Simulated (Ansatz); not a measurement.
# V2CdSe4: relaxing a made-up structure

This structure for V2CdSe4 is made up. Its elements were placed in a known structure type with a cell scaled to their sizes. What cell does the guess relax to, and how far off was it?

Calculated with Ansatz 0.2.0; DFT, PBEsol, plane-wave PAW, files of the set soft_1, scalar-relativistic, ferromagnetic start, cell and ions relaxed at zero pressure; PAW set soft_1.

### Step 1. Set-up

It takes space group P-42m (No. 111, tetragonal). The conventional cell has a = 5.641 Å, b = 5.641 Å, c = 5.836 Å, α = 90.00°, β = 90.00°, γ = 90.00°. Cd has 4 Se at 2.57 Å nearest. Nearest to Se lie 2 V at 2.52 Å and 1 Cd at 2.57 Å. Nearest to V lie 4 Se at 2.52 Å. Farther neighbours and most contacts between anions are not listed.

### Step 2. Relaxation of the guess

The guess takes its coordinates from another compound and its volume from a rule, so the cell and any free coordinates are relaxed together.

input.yaml

```yaml
crystal:
  lattice:
    - [5.641, 0.0, 0.0]
    - [0.0, 5.641, 0.0]
    - [0.0, 0.0, 5.836]
  atoms:
    - { symbol: Cd, position: [0.0, 0.0, 0.0] }
    - { symbol: Se, position: [0.7292, 0.7292, 0.237] }
    - { symbol: Se, position: [0.2708, 0.7292, 0.763] }
    - { symbol: Se, position: [0.2708, 0.2708, 0.237] }
    - { symbol: Se, position: [0.7292, 0.2708, 0.763] }
    - { symbol: V, position: [0.0, 0.5, 0.5], spin: 2.0 }
    - { symbol: V, position: [0.5, 0.0, 0.5], spin: 2.0 }
magnetization:
  spin_polarized: true
kpoints:
  mp_grid: { grid: [5, 5, 5] }
scf:
  occupations: { method: fermi_dirac, width: 0.05 }
hamiltonian:
  xc: pbesol
  pseudopotentials: { kind: paw, azcp: { folder: soft_1 }, xc_functional: pbe }
relax:
  f_tol: 0.015
  max_steps: 70
  cell: {}
output:
  forces: true
  stress: true
```

Started as:

```
ansatz run input.yaml --threads 4 --pin off --max-ram 10240MiB --backend cpu --events-out ev --progress --plain --runs-dir out
```

Numbers of over 12 decimals in the logs are rounded to 6 here.

What it wrote:

```text
Engine: ansatz 0.2.0, aarch64-unknown-linux-gnu
Pseudopotentials: kind: paw
Pseudopotential: Cd, paw, valence charge 20, recommended cutoff 420 eV (normal), soft_1/Cd.paw.azcp
Pseudopotential: Se, paw, valence charge 16, recommended cutoff 420 eV (normal), soft_1/Se.paw.azcp
Pseudopotential: V, paw, valence charge 13, recommended cutoff 420 eV (normal), soft_1/V.paw.azcp
Functional definition: PBEsol
  exchange = pbesol_x
  correlation = pbesol_c
Crystal: 7 atoms, lattice volume = 185.707 Å³
Basis set: ecut = 420 eV, 3687 PW (Γ), exchange–correlation on 80×80×80 points (8 copies of the dense FFT grid, shifted against one another)
Bands: 69, of which v1, the nominal top of the filled ones, is band 55 counted from 1 (54 counted from 0)
Symmetry: 8 space group operations
Space group: P-42m (ITA 111), of the structure as read, at distance tolerance 5.7e-5 Å
Magnetic group: BNS 111.251 (UNI 911), of the structure as read, at distance tolerance 5.7e-5 Å
k-points: 18 of 125 (time reversal used)
Non-local potential: Cd, projectors of the file, l = 0: 3, l = 1: 2, l = 2: 2, l = 3: 1
Non-local potential: Se, projectors of the file, l = 0: 2, l = 1: 2, l = 2: 3, l = 3: 1
Non-local potential: V, projectors of the file, l = 0: 3, l = 1: 2, l = 2: 3, l = 3: 1
PAW form: soft (Blöchl's): semilocal exchange-correlation on the pseudo side does not see the compensation charge
PAW frozen core: Cd, regenerated for the run's functional, and the local potential with it (the file was generated under x = pbe(κ = 0.804, μ = 0.219515), c = pbe(β = 0.066725))
PAW frozen core: Se, regenerated for the run's functional, and the local potential with it (the file was generated under x = pbe(κ = 0.804, μ = 0.219515), c = pbe(β = 0.066725))
PAW frozen core: V, regenerated for the run's functional, and the local potential with it (the file was generated under x = pbe(κ = 0.804, μ = 0.219515), c = pbe(β = 0.066725))
PAW one-centre angular grid: Cd, 590 points (default); XC on 64 Gauss nodes
PAW one-centre angular grid: Se, 590 points (default); XC on 64 Gauss nodes
PAW one-centre angular grid: V, 590 points (default); XC on 64 Gauss nodes
Initial density: superposition of atomic densities (chi_scale 0.1, normalization cell, long waves kept (reshape's long-wave potential 0.04 eV rms))
Starting moments: Σ|m| = 4 μB on 2 of 7 sites
Initial wavefunctions: pseudopotential atomic-orbital guess
Functional: x = pbesol(κ = 0.804, μ = 0.123457), c = pbesol(β = 0.046)
SCF iter   1: F=—  HF=-35654.701961 eV  |F-HF|=—  |Δ(HF+E_count)|=         —  Δρ=4.51e-2 (↑4.51e-2 ↓2.95e-2)  dr2=1.71e1  dr2_m=2.67e-1  M=4.000 μB ∫|m|=4.921 μB  β_m=0.30  ethr=3.10e-3  ⟨swp⟩=6.1  Hψ=8506  notcnv=0  defer=3
Mixer restart at iter 1: flushing history
preconditioner: auto → Kerker (q_TF=auto, 2.500 Å⁻¹)  [metal: Δε(μ)=0.017 eV  Ē_g=8.658 eV  σ=0.050 eV  W_gap=0.08  n_scr=56 (ndim 8)  ℏωp=18.5 eV  f_vac=0.027  D(μ)=4.86/eV (n_scr^D=28)]
spin=Collinear: Kerker preconditioning applied to the charge; magnetization (m = ρ↑ − ρ↓) channel mixes plain (no charge-response kernel on spin).
SCF iter   2: F=—  HF=-35654.759899 eV  |F-HF|=—  |Δ(HF+E_count)|=   5.79e-2  Δρ=2.68e-2 (↑2.68e-2 ↓1.85e-2)  dr2=7.46e0  dr2_m=1.13e-1  M=4.000 μB ∫|m|=4.989 μB  β_m=0.51  ethr=3.10e-3  ⟨swp⟩=3.1  Hψ=4197  notcnv=0  defer=125
SCF iter   3: F=—  HF=-35653.816591 eV  |F-HF|=—  |Δ(HF+E_count)|=   9.43e-1  Δρ=8.20e-3 (↑8.20e-3 ↓6.43e-3)  dr2=1.00e0  dr2_m=1.12e-2  M=4.000 μB ∫|m|=5.190 μB  β_m=0.64  ethr=3.10e-3  ⟨swp⟩=3.0  Hψ=3901  notcnv=0  defer=125
SCF iter   4: F=—  HF=-35653.554261 eV  |F-HF|=—  |Δ(HF+E_count)|=   2.62e-1  Δρ=5.20e-3 (↑5.20e-3 ↓3.85e-3)  dr2=2.04e-1  dr2_m=1.60e-3  M=4.000 μB ∫|m|=5.264 μB  β_m=0.82  ethr=9.09e-4  ⟨swp⟩=3.1  Hψ=3669  notcnv=0  defer=120
SCF iter   5: F=—  HF=-35653.640581 eV  |F-HF|=—  |Δ(HF+E_count)|=         —  Δρ=1.87e-3 (↑1.87e-3 ↓1.82e-3)  dr2=4.07e-2  dr2_m=8.96e-5  M=4.000 μB ∫|m|=5.234 μB  β_m=0.82  ethr=1.86e-4  ⟨swp⟩=2.8  Hψ=3819  notcnv=0  defer=120
Mixer restart at iter 5: flushing history
SCF iter   6: F=—  HF=-35653.636494 eV  |F-HF|=—  |Δ(HF+E_count)|=   4.09e-3  Δρ=1.04e-3 (↑1.04e-3 ↓8.68e-4)  dr2=1.54e-2  dr2_m=2.13e-4  M=4.000 μB ∫|m|=5.248 μB  β_m=0.87  ethr=3.70e-5  ⟨swp⟩=2.0  Hψ=4961  notcnv=0  defer=120
SCF iter   7: F=—  HF=-35653.636308 eV  |F-HF|=—  |Δ(HF+E_count)|=   1.86e-4  Δρ=5.23e-4 (↑5.23e-4 ↓5.23e-4)  dr2=6.82e-3  dr2_m=8.49e-7  M=4.000 μB ∫|m|=5.248 μB  β_m=0.94  ethr=1.40e-5  ⟨swp⟩=2.0  Hψ=4906  notcnv=0  defer=121
SCF iter   8: F=—  HF=-35653.636145 eV  |F-HF|=—  |Δ(HF+E_count)|=   1.63e-4  Δρ=2.38e-4 (↑2.38e-4 ↓2.18e-4)  dr2=1.78e-3  dr2_m=2.13e-6  M=4.000 μB ∫|m|=5.257 μB  β_m=0.97  ethr=6.20e-6  ⟨swp⟩=2.0  Hψ=3044  notcnv=0  defer=123
SCF iter   9: F=—  HF=-35653.635801 eV  |F-HF|=—  |Δ(HF+E_count)|=   3.45e-4  Δρ=5.14e-4 (↑5.14e-4 ↓1.67e-4)  dr2=9.76e-4  dr2_m=5.82e-5  M=4.000 μB ∫|m|=5.247 μB  β_m=0.85  ethr=1.62e-6  ⟨swp⟩=2.1  Hψ=3107  notcnv=0  defer=123
SCF iter  10: F=—  HF=-35653.635993 eV  |F-HF|=—  |Δ(HF+E_count)|=   1.92e-4  Δρ=1.73e-4 (↑1.73e-4 ↓8.74e-5)  dr2=1.84e-4  dr2_m=4.11e-6  M=4.000 μB ∫|m|=5.250 μB  β_m=0.92  ethr=8.88e-7  ⟨swp⟩=2.0  Hψ=3517  notcnv=0  defer=123
SCF iter  11: F=—  HF=-35653.636049 eV  |F-HF|=—  |Δ(HF+E_count)|=   5.57e-5  Δρ=2.40e-5 (↑2.40e-5 ↓2.35e-5)  dr2=1.06e-5  dr2_m=3.07e-8  M=4.000 μB ∫|m|=5.250 μB  β_m=0.96  ethr=1.67e-7  ⟨swp⟩=2.0  Hψ=2983  notcnv=0  defer=123
SCF iter  12: F=—  HF=-35653.636047 eV  |F-HF|=—  |Δ(HF+E_count)|=   2.34e-6  Δρ=1.51e-5 (↑1.51e-5 ↓1.02e-5)  dr2=1.97e-6  dr2_m=3.57e-8  M=4.000 μB ∫|m|=5.250 μB  β_m=0.79  ethr=9.61e-9  ⟨swp⟩=2.0  Hψ=4255  notcnv=0  defer=123
SCF iter  13: F=—  HF=-35653.636045 eV  |F-HF|=—  |Δ(HF+E_count)|=   1.12e-6  Δρ=1.00e-5 (↑1.00e-5 ↓4.25e-6)  dr2=4.62e-7  dr2_m=3.04e-8  M=4.000 μB ∫|m|=5.251 μB  β_m=0.90  ethr=1.79e-9  ⟨swp⟩=2.0  Hψ=4286  notcnv=0  defer=123
SCF iter  14: F=—  HF=-35653.636046 eV  |F-HF|=—  |Δ(HF+E_count)|=   2.19e-7  Δρ=2.17e-6 (↑2.17e-6 ↓1.79e-6)  dr2=4.32e-8  dr2_m=8.88e-10  M=4.000 μB ∫|m|=5.251 μB  β_m=0.95  ethr=4.20e-10  ⟨swp⟩=2.0  Hψ=2999  notcnv=0  defer=123
SCF iter  15: F=-35653.636046 eV  HF=-35653.636046 eV  |F-HF|=3.11e-9  |Δ(HF+E_count)|=   3.06e-8  Δρ=9.23e-7 (↑9.23e-7 ↓6.10e-7)  dr2=8.33e-9  dr2_m=8.36e-11  M=4.000 μB ∫|m|=5.251 μB  ethr=3.93e-11  ⟨swp⟩=1.8  Hψ=6114  notcnv=0
SCF 1 converged in 15 iterations: F = -35653.636046 eV  dr2 = 8.33e-9
  greatest PAW one-centre occupation: 1.000 electrons in one spin orbital (limit 2), on the Cd atom at site 0 (counted from 0), in its partial waves of l = 0
[...]
SCF 3 converged in 10 iterations: F = -35654.196093 eV  dr2 = 2.35e-8
relax step   3: F+E_penalty+E_count = -35654.19609294 eV  Δ(F+E_penalty+E_count) = -2.750e-2 eV  max|allowed force component| = 3.523e-2 eV/Å  Δτ_max = 0.0406 Å  P = -0.238 GPa  Ω = 175.307 Å³  energy of the carried Pulay correction = +1.843e-3 eV  (10 SCF iters, dr2 threshold 7.00e-7 eV, accepted)
[...]
relax step   4: F+E_penalty+E_count = -35654.19716016 eV  Δ(F+E_penalty+E_count) = -1.067e-3 eV  max|allowed force component| = 8.234e-3 eV/Å  Δτ_max = 0.0070 Å  P = +0.007 GPa  Ω = 175.045 Å³  energy of the carried Pulay correction = +1.890e-3 eV  (8 SCF iters, dr2 threshold 2.62e-7 eV, accepted)
[...]
relax step   5: F+E_penalty+E_count = -35654.19730791 eV  Δ(F+E_penalty+E_count) = -1.477e-4 eV  max|allowed force component| = 2.169e-3 eV/Å  Δτ_max = 0.0015 Å  P = +0.017 GPa  Ω = 175.093 Å³  energy of the carried Pulay correction = +1.882e-3 eV  (9 SCF iters, dr2 threshold 8.94e-9 eV, accepted)
[...]
relax step   6: F+E_penalty+E_count = -35654.19737001 eV  Δ(F+E_penalty+E_count) = -6.210e-5 eV  max|allowed force component| = 1.265e-3 eV/Å  Δτ_max = 0.0001 Å  P = +0.006 GPa  Ω = 175.088 Å³  energy of the carried Pulay correction = +1.882e-3 eV  (10 SCF iters, accepted)
Initial wavefunctions: pseudopotential atomic-orbital guess (no wavefunctions were taken with the density)
iter 1 solved again at ethr=1.97e-7 eV; its pass at ethr=3.10e-3 eV (dr2=2.17e-4 eV) is discarded
SCF iter   1: F=—  HF=-35654.195316 eV  |F-HF|=—  |Δ(HF+E_count)|=         —  Δρ=3.96e-5 (↑3.96e-5 ↓3.52e-5)  dr2=4.73e-6  dr2_m=1.35e-7  M=4.000 μB ∫|m|=4.865 μB  β_m=0.65  ethr=1.97e-7  ⟨swp⟩=3.0  Hψ=15414  notcnv=0
preconditioner: auto → Kerker (q_TF=auto, 1.990 Å⁻¹)  [metal: Δε(μ)=0.023 eV  Ē_g=8.912 eV  σ=0.050 eV  W_gap=0.11  n_scr=26 (ndim 8)  ℏωp=19.0 eV  f_vac=0.083  D(μ)=2.88/eV (n_scr^D=18)]
spin=Collinear: Kerker preconditioning applied to the charge; magnetization (m = ρ↑ − ρ↓) channel mixes plain (no charge-response kernel on spin).
SCF iter   2: F=—  HF=-35654.195318 eV  |F-HF|=—  |Δ(HF+E_count)|=   2.32e-6  Δρ=1.42e-5 (↑1.32e-5 ↓1.42e-5)  dr2=5.06e-7  dr2_m=1.96e-8  M=4.000 μB ∫|m|=4.865 μB  β_m=0.53  ethr=4.30e-9  ⟨swp⟩=2.0  Hψ=4406  notcnv=0
SCF iter   3: F=—  HF=-35654.195318 eV  |F-HF|=—  |Δ(HF+E_count)|=   6.67e-7  Δρ=6.47e-6 (↑6.47e-6 ↓5.50e-6)  dr2=8.04e-8  dr2_m=9.48e-9  M=4.000 μB ∫|m|=4.865 μB  β_m=0.64  ethr=4.60e-10  ⟨swp⟩=2.2  Hψ=3921  notcnv=0
SCF iter   4: F=—  HF=-35654.195319 eV  |F-HF|=—  |Δ(HF+E_count)|=   8.19e-7  Δρ=4.59e-6 (↑4.59e-6 ↓2.48e-6)  dr2=1.56e-7  dr2_m=2.60e-9  M=4.000 μB ∫|m|=4.865 μB  β_m=0.82  ethr=7.31e-11  ⟨swp⟩=2.0  Hψ=4231  notcnv=0
SCF iter   5: F=—  HF=-35654.195320 eV  |F-HF|=—  |Δ(HF+E_count)|=   4.99e-7  Δρ=2.43e-6 (↑2.43e-6 ↓1.39e-6)  dr2=6.87e-8  dr2_m=4.98e-10  M=4.000 μB ∫|m|=4.866 μB  β_m=0.91  ethr=7.31e-11  ⟨swp⟩=2.1  Hψ=4412  notcnv=0
SCF iter   6: F=—  HF=-35654.195320 eV  |F-HF|=—  |Δ(HF+E_count)|=   8.23e-8  Δρ=1.53e-6 (↑1.53e-6 ↓7.97e-7)  dr2=5.90e-9  dr2_m=4.47e-10  M=4.000 μB ∫|m|=4.866 μB  β_m=0.76  ethr=6.24e-11  ⟨swp⟩=2.1  Hψ=4416  notcnv=0
SCF iter   7: F=—  HF=-35654.195320 eV  |F-HF|=—  |Δ(HF+E_count)|=   1.70e-9  Δρ=1.86e-7 (↑1.86e-7 ↓1.62e-7)  dr2=7.82e-10  dr2_m=2.08e-12  M=4.000 μB ∫|m|=4.866 μB  β_m=0.86  ethr=5.37e-12  ⟨swp⟩=2.0  Hψ=4464  notcnv=0
SCF iter   8: F=—  HF=-35654.195320 eV  |F-HF|=—  |Δ(HF+E_count)|=  1.46e-10  Δρ=1.04e-7 (↑1.04e-7 ↓6.23e-8)  dr2=1.47e-10  dr2_m=1.30e-12  M=4.000 μB ∫|m|=4.866 μB  β_m=0.93  ethr=1.00e-12  ⟨swp⟩=2.0  Hψ=2921  notcnv=0
SCF iter   9: F=—  HF=-35654.195320 eV  |F-HF|=—  |Δ(HF+E_count)|=  8.00e-11  Δρ=1.76e-8 (↑1.76e-8 ↓1.47e-8)  dr2=3.35e-12  dr2_m=3.02e-14  M=4.000 μB ∫|m|=4.866 μB  β_m=0.97  ethr=1.00e-12  ⟨swp⟩=2.0  Hψ=2823  notcnv=0
SCF iter  10: F=-35654.195320 eV  HF=-35654.195320 eV  |F-HF|=4.37e-11  |Δ(HF+E_count)|=    0.00e0  Δρ=7.42e-8 (↑7.42e-8 ↓3.62e-8)  dr2=3.79e-11  dr2_m=6.05e-13  M=4.000 μB ∫|m|=4.866 μB  ethr=1.00e-12  ⟨swp⟩=2.1  Hψ=7100  notcnv=0
SCF 7 converged in 10 iterations: F = -35654.195320 eV  dr2 = 3.79e-11
relax step   7: F+E_penalty+E_count = -35654.19531990 eV  Δ(F+E_penalty+E_count) = +2.050e-3 eV  max|allowed force component| = 1.659e-3 eV/Å  Δτ_max = 0.0000 Å  P = +0.009 GPa  Ω = 175.088 Å³  stress off target by 1.14e-2 GPa  SCF on the basis re-selected at this cell (its energy is not comparable with the rows above)  (10 SCF iters)
basis re-selected at this cell: Δ(F+E_penalty+E_count) = +2.050e-3 eV, ΔP = +0.003 GPa vs the last step (what re-selecting the basis moved, of the pressure what is left beyond the Pulay correction that the steps carried, after the strain that the cell walked since its last selection, with what the two solves' SCF thresholds leave and, on support functions, any second-order correction that the steps lacked; it is no m [...]
SCF converged after 10 iterations
Magnetization: 4.0000 μB (57.0000 up, 53.0000 down)
Absolute magnetization: 4.8549 μB (∫|ρ↑−ρ↓|, with the PAW one-centre terms)
Spin contamination: 0.1372 ħ² per cell (⟨S²⟩ above its minimum at these occupations)
Per-site moments (μB) at R_I (Å): [(0.024794, 1.084197), (-0.075137, 0.988910), (-0.075137, 0.988910), (-0.075137, 0.988910), (-0.075137, 0.988910), (1.728178, 0.988910), (1.728178, 0.988910)]
Free energy (F): -35654.195320 eV
Harris-Foulkes:  -35654.195320 eV  (|F-HF|=4.37e-11)
Internal energy: -35654.170440 eV  (E = F + TS)
E sigma→0 (E₀):  -35654.182880 eV
Entropy (-TS):   -0.024880 eV (-3.554 meV/atom)
Fermi energy:    8.195045 eV
--- Per-component energies (eV) ---
  E_band       = -2579.834589
  E_kinetic    = 1473.744909
  E_local      = -17941.150566  (includes V_loc(G=0)·N_el)
  E_nonlocal   = -1116.769327
  E_hartree    = 8794.359276
  E_xc         = -718.991405
  E_vxc        = -842.824066  (∫ρ·V_xc dr)
  E_paw        = -14576.110151  (= ΣΔE_a)
  E_vpaw       = -1741.554806  (= ΣTr[D̂ρ^β])
  E_aug_tail   = 0.000981  (compensation charges beyond the density's cutoff)
  E_ewald      = -11573.929286
  E_core_change = 4.675127  (= ΣΔE_core)
  E_smearing   = -0.024880  (= −TS)
  E_closure    = 0.000000  (closes the sum)
  Σ components = -35654.195320   (vs F -35654.195320, Δ=0.00e0)
--- Forces (eV/Å), atoms counted from 1 ---
  atom   1  Cd     0.00000000     0.00000000    -0.00000000
  atom   2  Se    -0.00056351    -0.00056351    -0.00165928
  atom   3  Se     0.00056351    -0.00056351     0.00165928
  atom   4  Se     0.00056351     0.00056351    -0.00165928
  atom   5  Se    -0.00056351     0.00056351     0.00165928
  atom   6  V      0.00000000     0.00000000    -0.00000000
  atom   7  V      0.00000000     0.00000000    -0.00000000
  max |Σ_I F_I| component: 1.08e-16 eV/Å
--- Stress (GPa, compression-positive) ---
        0.011365      -0.000000       0.000000
       -0.000000       0.011365      -0.000000
        0.000000      -0.000000       0.004274
  P = ⅓ Tr σ = 0.0090 GPa (0.090 kbar)
--- Relaxed structure (6 steps of the walk, 6 accepted, 1 SCFs on fresh bases) ---
  F+E_penalty+E_count = -35654.19531990 eV   max|allowed force component| = 1.659e-3 eV/Å   (the final SCF, on the basis selected at the relaxed cell)
  cell:  # Å, volume = 175.0885 Å³
    - [5.563351, 0, 0.0]
    - [0, 5.563351, 0]
    - [0.0, 0, 5.656980]
  atoms:
    - { symbol: Cd, position: [9.829675025953107e-19, -3.734178222149786e-19, 6.634939369464803e-19] }
    - { symbol: Se, position: [0.723409, 0.723409, 0.260560] }
    - { symbol: Se, position: [0.276591, 0.723409, 0.739440] }
    - { symbol: Se, position: [0.276591, 0.276591, 0.260560] }
    - { symbol: Se, position: [0.723409, 0.276591, 0.739440] }
    - { symbol: V, position: [9.829675025953115e-19, 0.5, 0.5] }
    - { symbol: V, position: [0.5, -3.734178222149785e-19, 0.5] }
```

It took 1.8 min on 4 threads of Arm Neoverse V1, shared host; peak memory 0.78 GiB.

Relaxation path:

| step | energy less that of the first step (eV) | largest force component (eV/Å) | pressure (GPa) | volume (Å³) |
| --- | --- | --- | --- | --- |
| 1 | 0.0000 | 1.3202 | -4.13 | 185.71 |
| 2 | -0.5326 | 0.2496 | 0.79 | 171.99 |
| 3 | -0.5600 | 0.0352 | -0.24 | 175.31 |
| 4 | -0.5611 | 0.0082 | 0.01 | 175.05 |
| 5 | -0.5613 | 0.0022 | 0.02 | 175.09 |
| 6 | -0.5613 | 0.0013 | 0.01 | 175.09 |
| 7* | -0.5593 | 0.0017 | 0.01 | 175.09 |

Relaxation steps marked * repeat the geometry before them on a plane-wave basis chosen anew for their cell, so energy and pressure can jump there.

Forces are held to the 8 operations that the run works with; a distortion that breaks them can't arise in this run.

```
conventional cell, symmetrised  before  after  change
                         a (Å)   5.641  5.563  -1.4 %
                         b (Å)   5.641  5.563  -1.4 %
                         c (Å)   5.836  5.657  -3.1 %
              volume (Å³/atom)   26.53  25.01  -5.7 %
```

The atoms that moved most (Å, as changes of fractional coordinates times the final cell):

```
atom      dx      dy      dz  length
 Se3   0.032  -0.032  -0.133   0.141
 Se5  -0.032   0.032  -0.133   0.141
 Se2  -0.032  -0.032   0.133   0.141
 Se4   0.032   0.032   0.133   0.141
```

Final coordinates:

```cif
data_structure
_symmetry_space_group_name_H-M 'P 1'
_symmetry_Int_Tables_number 1
_cell_length_a 5.5634
_cell_length_b 5.5634
_cell_length_c 5.6570
_cell_angle_alpha 90.000
_cell_angle_beta 90.000
_cell_angle_gamma 90.000
_cell_volume 175.09
loop_
_atom_site_label
_atom_site_type_symbol
_atom_site_fract_x
_atom_site_fract_y
_atom_site_fract_z
_atom_site_occupancy
Cd1 Cd 0.00000 0.00000 0.00000 1
Se2 Se 0.72341 0.72341 0.26056 1
Se3 Se 0.27659 0.72341 0.73944 1
Se4 Se 0.27659 0.27659 0.26056 1
Se5 Se 0.72341 0.27659 0.73944 1
V6 V 0.00000 0.50000 0.50000 1
V7 V 0.50000 0.00000 0.50000 1
```

Numbers from this step:

```yaml
free_energy: -35654.1953 eV
energy_at_zero_smearing: -35654.1829 eV
smearing_term_ts: 0.02488 eV
fermi_energy: 8.195 eV
magnetization: 4.000 μB
absolute_magnetization: 4.855 μB
site_moments: 0.02479, -0.07514, -0.07514, -0.07514, -0.07514, 1.728, 1.728 μB
electrons: 110
symmetry_operations: 8
pressure: 0.009001 GPa
```

Site moment by atom:

```
atom  site moment (μB)
 Cd1              0.02
 Se2             -0.08
 Se3             -0.08
 Se4             -0.08
 Se5             -0.08
  V6              1.73
  V7              1.73
```

The shortest distance of each pair, which need not be the same contact before and after:

```
 pair  guess (Å)  relaxed (Å)
 Se–V      2.522        2.397
Cd–Se      2.565        2.628
Se–Se      3.657        3.515
  V–V      3.989        3.934
 Cd–V      4.058        3.967
```

The relaxation ends with a largest force component of 0.0017 eV/Å and a pressure of 0.01 GPa.

### Step 3. Summary of results

```json
{"space group, relaxed": "P-42m", "conventional cell": "a = 5.563, b = 5.563, c = 5.657 Å; α = 90.0°, β = 90.0°, γ = 90.0°", "volume per atom": "25.01 Å³ (guess 26.53)", "total moment": "4.00 μB in the cell of 7 atoms"}
```

V2CdSe4 relaxes to P-42m with a = 5.563, b = 5.563 and c = 5.657 Å. The guessed volume was 6 % too large. The space group P-42m was held in the relaxation, so the end point is a stationary structure within it and may be a saddle against distortions or other arrangements. The input starts from parallel moments, and no other start was typed. Mesh and cutoff weren't tested. No dispersion term is used, so weakly bound directions may come out too long. Nothing here tests whether the compound is stable against decomposition.

[Logs are printed without paths, hosts, clocks, repeated set-up lines and the standing remarks that a program may print on its own settings, such as how far it seeks lower states.]

[Hosts, paths, dates, database ids (printed as entryN), source tags and the programs' standing remarks are cut or masked in the printed files.]
